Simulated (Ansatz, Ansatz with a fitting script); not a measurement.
# MgS (Niningerite): the order of polymorphs from LDA to RPA, part 2 of 2

Aim: the order of polymorphs of MgS (Niningerite) by density functionals and by RPA.

Ansatz 0.2.0; density functionals and EXX+RPA, plane waves.

So far: Energy PBEsol-D3(BJ) (polymorph Fm-3m); Energy r2SCAN (polymorph Fm-3m); Energy r2SCAN+rVV10 (polymorph Fm-3m); Energy r2SCAN-D4 (polymorph Fm-3m); Energy HSE06 (polymorph Fm-3m); Energy HSE06-D3(BJ) (polymorph Fm-3m).

### 10. Energy RPA (polymorph Fm-3m)

The RPA correlation energy is summed at several response cutoffs, since it converges slowly from above.

This step: EXX+RPA on LDA, plane waves, norm-conserving pseudopotentials.

Input file input.yaml:

```yaml
crystal:
  lattice:
    - [0.0, 2.5945595473, 2.5945595473]
    - [2.5945595473, 0.0, 2.5945595473]
    - [2.5945595473, 2.5945595473, 0.0]
  atoms:
    - { symbol: Mg, position: [0.0, 0.0, 0.0] }
    - { symbol: S, position: [0.5, 0.5, 0.5] }
kpoints:
  mp_grid: { grid: [5, 5, 5] }
hamiltonian:
  xc: lda
  pseudopotentials: { kind: nc, xc_functional: pbe }
scf:
  occupations: { method: fixed }
  lower_state_search: "off"
  convergence: { dr2_threshold: 1.0e-09 }
output:
  rpa_energy:
    ecut_chi_ladder: [204, 238, 272, 306, 340]
    long_wavelength: optical_limit
    n_empty_bands: 175
basis:
  ecutwfc: 1142.878222
  xc_grid: 3
```

Launch:

```console
> ansatz run input.yaml --threads 8 --pin off --max-ram 18432MiB --backend cpu --events-out ev --progress --plain --runs-dir out
```

Numbers of over 12 decimals in the logs are rounded to 6 here.

Output:

```text
[...]
Crystal: 2 atoms, lattice volume = 34.932 Å³
Basis set: ecut = 1142.878222 eV, 3119 PW (Γ), exchange–correlation on 135×135×135 points (27 copies of the dense FFT grid, shifted against one another)
Bands: 12, of which v1, the nominal top of the filled ones, is band 8 counted from 1 (7 counted from 0)
Symmetry: 48 space group operations
[...]
k-points: 10 of 125
[...]
SCF iter   1: F=—  HF=-1911.789924 eV  |F-HF|=—  |Δ(HF+E_count)|=         —  Δρ=3.20e-2  dr2=2.02e-1  ethr=3.10e-3  ⟨swp⟩=5.1  Hψ=679  notcnv=0  defer=12
[...]
SCF iter   8: F=-1911.740688 eV  HF=-1911.740688 eV  |F-HF|=4.32e-12  |Δ(HF+E_count)|=  4.05e-10  Δρ=2.06e-7  dr2=7.21e-12  ethr=6.25e-12  ⟨swp⟩=5.8  Hψ=592  notcnv=0
SCF 1 converged in 8 iterations: F = -1911.740688 eV  dr2 = 7.21e-12
NSCF: frozen V_eff on 10 k-points
EXX+RPA screening: q 1/10 (q-point 5)
EXX+RPA screening: q 2/10 (q-point 6)
EXX+RPA screening: q 3/10 (q-point 10)
EXX+RPA screening: q 4/10 (q-point 7)
EXX+RPA screening: q 5/10 (q-point 9)
EXX+RPA screening: q 6/10 (q-point 2)
EXX+RPA screening: q 7/10 (q-point 3)
EXX+RPA screening: q 8/10 (q-point 4)
EXX+RPA screening: q 9/10 (q-point 8)
EXX+RPA screening: q 10/10 (q-point 1)
[...]
SCF converged after 8 iterations
Free energy (F): -1911.740688 eV
[...]
Internal energy: -1911.740688 eV  (E = F + TS)
E sigma→0 (E₀):  -1911.740688 eV
Fermi energy:    6.344680 eV
[...]
--- Band table (eV; the first three rows and the last of 10) ---
  k-point 0: bands = [... 4 lower, -6.4160, 6.3447, 6.3447, 6.3447, 9.8384, 14.0952, 14.0952, 14.0952]
  k-point 1: bands = [... 4 lower, -6.0283, 4.1497, 6.1061, 6.1061, 11.0954, 14.0066, 14.2521, 14.2521]
  k-point 2: bands = [... 4 lower, -5.2210, 1.7341, 5.7820, 5.7820, 10.7889, 13.2126, 13.2126, 16.0869]
  k-point 9: bands = [... 4 lower, -4.7561, 2.4869, 3.5531, 4.4931, 11.2702, 13.1875, 13.6758, 16.0544]
--- EXX+RPA: 5×5×5 mesh (10 irreducible q, 455/1250 k–q pairs), 183 bands' worth read of 188 solved (the sum completed by the states above those read; Γ's head and wings end at those read), 8 occupied, 14 frequency nodes, the response taken to reach 1554.2 eV, pair-density box ratio 4, q→0 included in E_x (Coulomb truncated on the Wigner–Seitz cell) and E_c (k·p head, wings) ---
  smallest occupied→empty transition 2.907e0 eV, smallest direct gap 3.494e0 eV
  indirect gap at most 2.907e0 eV, over 10 k-points of the mesh
  bands read: the sum over 183 bands ends inside a degenerate multiplet in 1 slot, whose members it reads at an even weight; the widest, k=0: bands 182 to 184 (counted from 1) at 2/3 each
  E_x                     =      -263.867474 eV
  E_xc[n_v+n_c], E_xc[n_v] =      -295.343984, -271.361615 eV (parent functional, the pass's orbitals; any nonlocal part keeps n_c)
  E_c ladder  E_cut^χ (eV)   ⟨N_G⟩      E_cut^sphere (eV)      E_c (eV)
                  204.00      230.5            203.63        -16.537722
                  238.00      290.6            237.65        -17.342825
                  272.00      355.2            271.68        -18.022775
                  306.00      424.7            306.06        -18.605775
                  340.00      496.6            339.70        -19.094660
  E_c(E_cut→∞)            =       -21.190084 ± 0.181052 eV  (E_cut^-3/2 fit over 5 rungs)
  S(q), 6 of 9 wave vectors   |q| (1/Å)       S_0(q)   S_0 (bands read)   S_RPA(q)   (top rung; structure_factors; the frequency nodes sum S_0 to within 6.0e-7)
    ( 0.0000,  0.0000,  0.2000)    0.41945     0.037089           0.036618   0.017606
    ( 0.0000,  0.2000,  0.2000)    0.48434     0.048519           0.047890   0.023379
    ( 0.0000,  0.2000, -0.2000)    0.68495     0.087122           0.085856   0.045486
    ( 0.0000,  0.2000,  0.4000)    0.80318     0.112036           0.110286   0.061307
    ( 0.0000,  0.0000,  0.4000)    0.83889     0.118077           0.116165   0.065971
    ( 0.0000,  0.4000,  0.4000)    0.96867     0.147618           0.145049   0.086194
  core–valence xc dropped  : E_EXX =     -1880.264177 eV   E_EXX+RPA =     -1901.454261 eV
  core–valence xc semilocal: E_EXX =     -1904.246547 eV   E_EXX+RPA =     -1925.436631 eV
```

The job ended after 46 s (8 threads of Arm Neoverse V2, shared host; peak memory 1 GiB; 5.3 min of CPU time).

Numbers from this step:

```yaml
exact_exchange_energy: -263.8675 eV
rpa_correlation_energy: -21.19 eV
```

Extrapolated from these cutoffs, the correlation energy is -10.60 eV per atom (fit error 0.09); such a limit moves with the range of cutoffs.

RPA ladder, by row:

```tsv
response cutoff (eV)	mean plane waves	sphere-equivalent cutoff (eV)	correlation energy (eV)
204	230.5	203.6	-16.54
238	290.6	237.7	-17.34
272	355.2	271.7	-18.02
306	424.7	306.1	-18.61
340	496.6	339.7	-19.09
```

### 11. Energy Hartree-Fock on PAW files (polymorph Fm-3m)

Exact exchange on orbitals of the same functional is the other half of the RPA total energy; it is taken from PAW data, not from the files of the RPA run.

This step: Hartree-Fock energy on orbitals of LDA, plane waves, PAW.

input.yaml, the sections that differ from step 10:

```yaml
hamiltonian:
  xc: lda
  pseudopotentials: { kind: paw, source: ansatz, frozen_core: stored }
output:
  embedding: [{ level: hf }]
basis:
  ecutwfc: 1000
# crystal, kpoints, scf: as in step 10
```

Output:

```text
Warning: <dir> the record states the generating functional pbe (its physics header spells it `PBE`), which answers neither for hamiltonian.xc's functional nor for the lda family's, and the run keeps its frozen core as the file was made (hamiltonian.pseudopotentials.frozen_core says where one is remade) — results may be inconsistent (PPs are generated against a specific XC)
[...]
Crystal: 2 atoms, lattice volume = 34.932 Å³
Basis set: ecut = 1000 eV, 2565 PW (Γ)
Bands: 12, of which v1, the nominal top of the filled ones, is band 8 counted from 1 (7 counted from 0)
Symmetry: 48 space group operations
[...]
k-points: 10 of 125
[...]
SCF iter   1: F=—  HF=-2774.230037 eV  |F-HF|=—  |Δ(HF+E_count)|=         —  Δρ=3.60e-2  dr2=2.64e-1  ethr=3.10e-3  ⟨swp⟩=5.0  Hψ=685  notcnv=0  defer=8
[...]
SCF iter   7: F=-2774.146647 eV  HF=-2774.146647 eV  |F-HF|=5.41e-11  |Δ(HF+E_count)|=   2.27e-8  Δρ=7.15e-7  dr2=5.94e-11  ethr=6.25e-12  ⟨swp⟩=6.6  Hψ=678  notcnv=0
SCF 1 converged in 7 iterations: F = -2774.146647 eV  dr2 = 5.94e-11
[...]
Embedding: level 1/1
SCF converged after 7 iterations
Free energy (F): -2774.146647 eV
[...]
Internal energy: -2774.146647 eV  (E = F + TS)
E sigma→0 (E₀):  -2774.146647 eV
Fermi energy:    6.301729 eV
[...]
--- Band table (eV; the first three rows and the last of 10) ---
  k-point 0: bands = [... 4 lower, -6.3998, 6.3017, 6.3017, 6.3017, 9.8494, 14.0810, 14.0810, 14.0810]
  k-point 1: bands = [... 4 lower, -6.0144, 4.1336, 6.0663, 6.0663, 11.0832, 13.9815, 14.2250, 14.2250]
  k-point 2: bands = [... 4 lower, -5.2125, 1.7339, 5.7462, 5.7462, 10.7647, 13.1765, 13.1765, 16.0836]
  k-point 9: bands = [... 4 lower, -4.7475, 2.4741, 3.5262, 4.4721, 11.2782, 13.1616, 13.6372, 16.0016]
--- Embedding: other levels on nested regions, to first order at the run's own orbitals ---
  hf on the whole cell: 8 occupied orbitals
    hf − lda = -30.213752 eV: smooth +131.354032, one-centre +115.637516, exact exchange -277.205300 eV
  E of the run      =     -2774.146647 eV
  E with the levels =     -2804.360399 eV; the forces and the stress are the run's own
```

Wall time 23 s (8 threads); peak memory 3.3 GiB.

This step gave:

```yaml
hartree_fock_energy_on_these_orbitals: -2804.3604 eV
```

### 12. All cells and rungs

The same runs were made at every cell; a script gathers them. RPA correlation comes from norm-conserving files. It is added to exact exchange from a separate PAW run with frozen cores, on orbitals of the same functional but not those of the RPA run. Both sets of files were made for PBE. One row takes the correlation at one cutoff for all cells, another carries it to the limit cell by cell, where the extrapolations scatter.

Cells, by row:

```tsv
polymorph	atoms	volume per formula unit (Å³)
Fm-3m (225)	2	34.93
F-43m (216)	2	45.02
P6_3mc (186)	4	44.99
```

Energy less that of the first cell; no zero-point or thermal terms; the two rows with exchange from PAW are two estimates of the RPA value: one cutoff favours the denser form, the extrapolation scatters; the order is settled only where both agree in sign beyond some 15 meV. Ladder, by row:

```tsv
level	Fm-3m (225), meV per formula unit	F-43m (216), meV per formula unit	P6_3mc (186), meV per formula unit	wall time, all cells (s)
LDA	0	170.3	152.7	2.29
PBEsol	0	155.2	136.5	2.32
PBEsol-D3(BJ)	0	287	268.8	2.32
r2SCAN	0	60.7	43	4.79
r2SCAN+rVV10	0	113.9	96.5	7.86
r2SCAN-D4	0	102.4	84.6	4.82
HSE06	0	40.1	19.8	13.08
HSE06-D3(BJ)	0	218.3	200.1	13.2
EXX (PAW, exact core-valence exchange)	0	-329.1	-346.4	-
EXX+RPA, exchange from PAW, correlation at one sphere-equivalent cutoff of 323 eV	0	86.7	68.4	1385
EXX+RPA, exchange from PAW, correlation extrapolated in each cell	0	77.1	56.8	1385
EXX+RPA on norm-conserving files alone at that cutoff, core-valence term dropped	0	79	61.3	1385
EXX+RPA on norm-conserving files alone at that cutoff, core-valence term semilocal	0	86.1	67.4	1385
RPA correlation	0	415.8	414.8	1385
```

### 13. Results

```json
{
 "LDA": "lowest: Fm-3m (225)",
 "PBEsol": "lowest: Fm-3m (225)",
 "PBEsol-D3(BJ)": "lowest: Fm-3m (225)",
 "r2SCAN": "lowest: Fm-3m (225)",
 "r2SCAN+rVV10": "lowest: Fm-3m (225)",
 "r2SCAN-D4": "lowest: Fm-3m (225)",
 "HSE06": "lowest: Fm-3m (225)",
 "HSE06-D3(BJ)": "lowest: Fm-3m (225)",
 "EXX+RPA, exchange from PAW, correlation at one sphere-equivalent cutoff of 323 eV": "lowest: Fm-3m (225)",
 "EXX+RPA, exchange from PAW, correlation extrapolated in each cell": "lowest: Fm-3m (225)",
 "RPA settings": "5×5×5 and 5×5×3 mesh, response cutoffs up to 340 eV"
}
```

**Reading.** Against the first cell the two RPA rows with exchange from PAW give F-43m (216) 77 to 87 meV and P6_3mc (186) 57 to 68 meV per formula unit; neither is exact, since one cutoff truncates unlike cells unequally and the extrapolation scatters. RPA puts Fm-3m (225) lowest of the 3 forms run, which need not hold the ground state; LDA, PBEsol, PBEsol-D3(BJ), r2SCAN, r2SCAN+rVV10, r2SCAN-D4, HSE06 and HSE06-D3(BJ) agree. Energies are for static lattices at cells relaxed by one functional; vibrations can shift such differences by some meV per atom. Each cell's own extrapolation carries a fit error of up to 91 meV per atom, and its limit still moves with the cutoffs, so totals aren't converged; only differences at equal settings are used. RPA is evaluated on semilocal orbitals, not self-consistently, on a coarse mesh. The cells differ in size and shape, so mesh and cutoff errors cancel only in part.

[Paths, hosts, dates, memory and timing lines, banners, echoed tables and standing remarks are left out of the program output.]

[Logs are printed without paths, hosts, clocks, repeated set-up lines and the standing remarks that a program may print on its own settings, such as how far it seeks lower states.]

[Runs of the session that timed out or met a known fault of the program may be left out.]

[Hosts, paths, dates, database ids (printed as entryN), source tags and the programs' standing remarks are cut or masked in the printed files.]
